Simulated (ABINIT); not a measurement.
# GaP (F-43m): G0W0 in ABINIT against the exchange cutoff

How does the gap of GaP (F-43m) converge in the exchange cutoff?

Calculated with ABINIT 10.8.3; PBE and many-body steps on it, plane waves.

Report form: the programs' logs are mostly left out.

### 1. Starting point

It takes space group F-43m (No. 216, cubic). Conventional cell: a = 5.450 Å, b = 5.450 Å, c = 5.450 Å, α = 90.00°, β = 90.00°, γ = 90.00°. Nearest to Ga lie 4 P at 2.36 Å. P has 4 Ga at 2.36 Å nearest. Farther neighbours are not listed.

The cell and positions come from the Crystallography Open Database and are kept as given unless a step says otherwise.

### 2. Screening, 4×4×4 mesh, 32 bands, screening to 106.1 eV

This step: ABINIT 10.8.3; RPA screening on PBE, plane waves, norm-conserving pseudopotentials.

The RPA dielectric matrix is built and inverted for each q.

Input file run.abi:

```
acell 3*1.0 Angstrom
rprim 
  0.000000000000 2.725250000000 2.725250000000
  2.725250000000 0.000000000000 2.725250000000
  2.725250000000 2.725250000000 0.000000000000
ntypat 2
znucl 31 15
natom 2
typat 1 2
xred 
  0.000000000000 0.000000000000 0.000000000000
  0.250000000000 0.250000000000 0.250000000000
pp_dirpath "pseudos"
pseudos "Ga.upf, P.upf"
ecut 36
ngkpt 4 4 4
nshiftk 1
shiftk 0 0 0
kptopt 1
chksymbreak 0
istwfk *1
occopt 1
irdwfk 1
optdriver 3
nband 32
ecuteps 3.9
inclvkb 2
awtr 1
symchi 1
indata_prefix "in"
outdata_prefix "out"
tmpdata_prefix "tmp"
```

Command:

```console
> OMP_NUM_THREADS=1 mpirun -n 4 abinit run.abi > log
```

It took 5.1 s on 4 MPI ranks of Arm Neoverse V1, shared host; peak memory 0.42 GiB.

This step gave:

| Item | Value |
| --- | --- |
| ε∞ with local fields, on this mesh, along the program's q direction | 17.95 |
| the same without local fields | 19.57 |
| plasma frequency | 24.76 eV |
| plane waves in the screening matrix | 113 |

Local fields lower ε∞ by 8 %. On a Γ-centred mesh this coarse the value itself is usually too large, while a short band sum pulls it down.

### 3. 3.6 Ha

This step: G0W0 on PBE, plane waves, norm-conserving pseudopotentials.

run.abi, as its differences from that of step 2:

```diff
@@ -23,8 +23,17 @@
 irdwfk 1
-optdriver 3
+optdriver 4
 nband 32
+gwcalctyp 0
+ecutsigx 3.6
+symsigma 1
+nkptgw 2
+kptgw 
+  0.0000000000 0.0000000000 0.0000000000
+  0.5000000000 0.5000000000 0.0000000000
+bdgw 
+  7 13
+  8 11
 ecuteps 3.9
-inclvkb 2
-awtr 1
-symchi 1
+irdscr 1
+ppmodel 1
 indata_prefix "in"
```

Wall time 3 s (4 MPI ranks); peak memory 0.11 GiB; 12 s of CPU time.

Numbers from this step:

```yaml
g0w0_gap_on_the_points_computed: 1.923 eV
starting_gap_on_the_mesh: 1.653 eV
k_of_the_valence_top: 0, 0, 0
k_of_the_conduction_bottom: 0.5, 0.5, 0
z_at_the_valence_top: 0.783
z_at_the_conduction_bottom: 0.808
least_direct_g0w0_gap_on_the_computed_points: 2.629 eV
```

### 4. 7.2 Ha

run.abi, as its differences from that of step 3:

```diff
@@ -26,3 +26,3 @@
 gwcalctyp 0
-ecutsigx 3.6
+ecutsigx 7.2
 symsigma 1
```

The job ended after 3.2 s (4 MPI ranks; peak memory 0.38 GiB; 13 s of CPU time).

Numbers from this step:

| Property | Result |
| --- | --- |
| G0W0 gap on the points computed | 1.970 eV |
| starting gap on the mesh | 1.653 eV |
| k of the valence top | 0, 0, 0 |
| k of the conduction bottom | 0.5, 0.5, 0 |
| Z at the valence top | 0.782 |
| Z at the conduction bottom | 0.808 |
| least direct G0W0 gap on the computed points | 2.350 eV |

### 5. 14.4 Ha

The self-energy is evaluated for the states that the input lists, and the levels follow from it, in one-shot runs by the linearised quasiparticle equation.

run.abi, as its differences from that of step 4:

```diff
@@ -26,3 +26,3 @@
 gwcalctyp 0
-ecutsigx 7.2
+ecutsigx 14.4
 symsigma 1
```

Run time: 3.2 s. Hardware: 4 MPI ranks; peak memory 0.39 GiB.

This step gave:

- G0W0 gap on the points computed: 1.977 eV
- starting gap on the mesh: 1.653 eV
- k of the valence top: 0, 0, 0
- k of the conduction bottom: 0.5, 0.5, 0
- least direct G0W0 gap on the computed points: 2.326 eV

The gap on the mesh goes from 1.65 eV to 1.98 eV, a correction of +0.32 eV.

### 6. 25.2 Ha

run.abi, as its differences from that of step 5:

```diff
@@ -26,3 +26,3 @@
 gwcalctyp 0
-ecutsigx 14.4
+ecutsigx 25.2
 symsigma 1
```

Wall time 3.4 s (4 MPI ranks); peak memory 0.38 GiB; 13 s of CPU time.

This step gave:

```
G0W0 gap on the points computed              : 1.985 eV
starting gap on the mesh                     : 1.653 eV
k of the valence top                         : 0, 0, 0
k of the conduction bottom                   : 0.5, 0.5, 0
least direct G0W0 gap on the computed points : 2.369 eV
```

Against the run before, the gap moves by +0.008 eV.

### 7. 36 Ha

run.abi, as its differences from that of step 6:

```diff
@@ -26,3 +26,3 @@
 gwcalctyp 0
-ecutsigx 25.2
+ecutsigx 36
 symsigma 1
```

The job ended after 3.5 s (4 MPI ranks; peak memory 0.49 GiB; 14 s of CPU time).

This step gave:

| Quantity | Value |
| --- | --- |
| G0W0 gap on the points computed | 1.989 eV |
| starting gap on the mesh | 1.653 eV |
| k of the valence top | 0, 0, 0 |
| k of the conduction bottom | 0.5, 0.5, 0 |
| least direct G0W0 gap on the computed points | 2.384 eV |

Against the run before, the gap moves by +0.004 eV.

### 8. Side by side

Times are wall times on 4 MPI ranks of Arm Neoverse V1, shared host, good to a factor of about two. A run's time includes the screening step that it read.

```
    run   mesh  bands  screening cutoff (eV)  DFT gap (eV)  gap on the mesh (eV)  direct (eV)  ε∞ used   time
 3.6 Ha  4×4×4     32                  106.1         1.653                 1.923        2.629    17.95  8.1 s
 7.2 Ha  4×4×4     32                  106.1         1.653                 1.970        2.350    17.95  8.3 s
14.4 Ha  4×4×4     32                  106.1         1.653                 1.977        2.326    17.95  8.3 s
25.2 Ha  4×4×4     32                  106.1         1.653                 1.985        2.369    17.95  8.5 s
  36 Ha  4×4×4     32                  106.1         1.653                 1.989        2.384    17.95  8.6 s
```

### 9. Summary of results

```json
{"3.6 Ha": "1.923 eV", "7.2 Ha": "1.970 eV", "14.4 Ha": "1.977 eV", "25.2 Ha": "1.985 eV", "36 Ha": "1.989 eV", "known limits": "not at the basis limit; exchange with frozen shells missing; no spin-orbit coupling; coarse k mesh"}
```

The setting moved: exchange cutoff. From 3.6 Ha to 36 Ha the gap moves by +0.07 eV. It holds to 0.03 eV from 7.2 Ha on. Bands and screening cutoff are coupled, so a series along one setting does not show full convergence. Below the screening cutoff the correlation part is cut too. Bands and cutoff are finite, so the gap is not at the basis limit. The miss can reach some tenths of an eV and take either sign; the mesh is an error of its own. In the G0W0 runs levels were corrected at 2 k points alone, so a gap called «on the mesh» is the least over those, and an edge elsewhere would be missed. The 4×4×4 mesh is coarse for this cell, which bears on the long-range parts of exchange and screening. The norm-conserving file of at least one element keeps a d shell over frozen s and p shells of the same row. Exchange with those shells is missing from the self-energy, an error of 0.3 to 0.9 eV in cases checked, whose sign depends on which edge lies on those atoms. The many-body steps are scalar-relativistic: spin-orbit coupling is not in them.

[Paths, hosts, dates, memory and timing lines, banners, echoed tables and standing remarks are left out of the program output.]

[Logs are printed without paths, hosts, clocks, repeated set-up lines and the standing remarks that a program may print on its own settings, such as how far it seeks lower states.]

[Runs of the session that timed out or met a known fault of the program may be left out.]

[Hosts, paths, dates, database ids (printed as entryN), source tags and the programs' standing remarks are cut or masked in the printed files.]

[G0W0 gaps are taken among the corrected bands and points alone; a level outside them can change the order at an edge.]

[Where Ansatz stands beside ABINIT at settings called matched, ABINIT's density can come from a denser mesh and the files from another edition; pairs whose starting gaps differed by over 0.03 eV were left out, so agreement reads better than it is.]
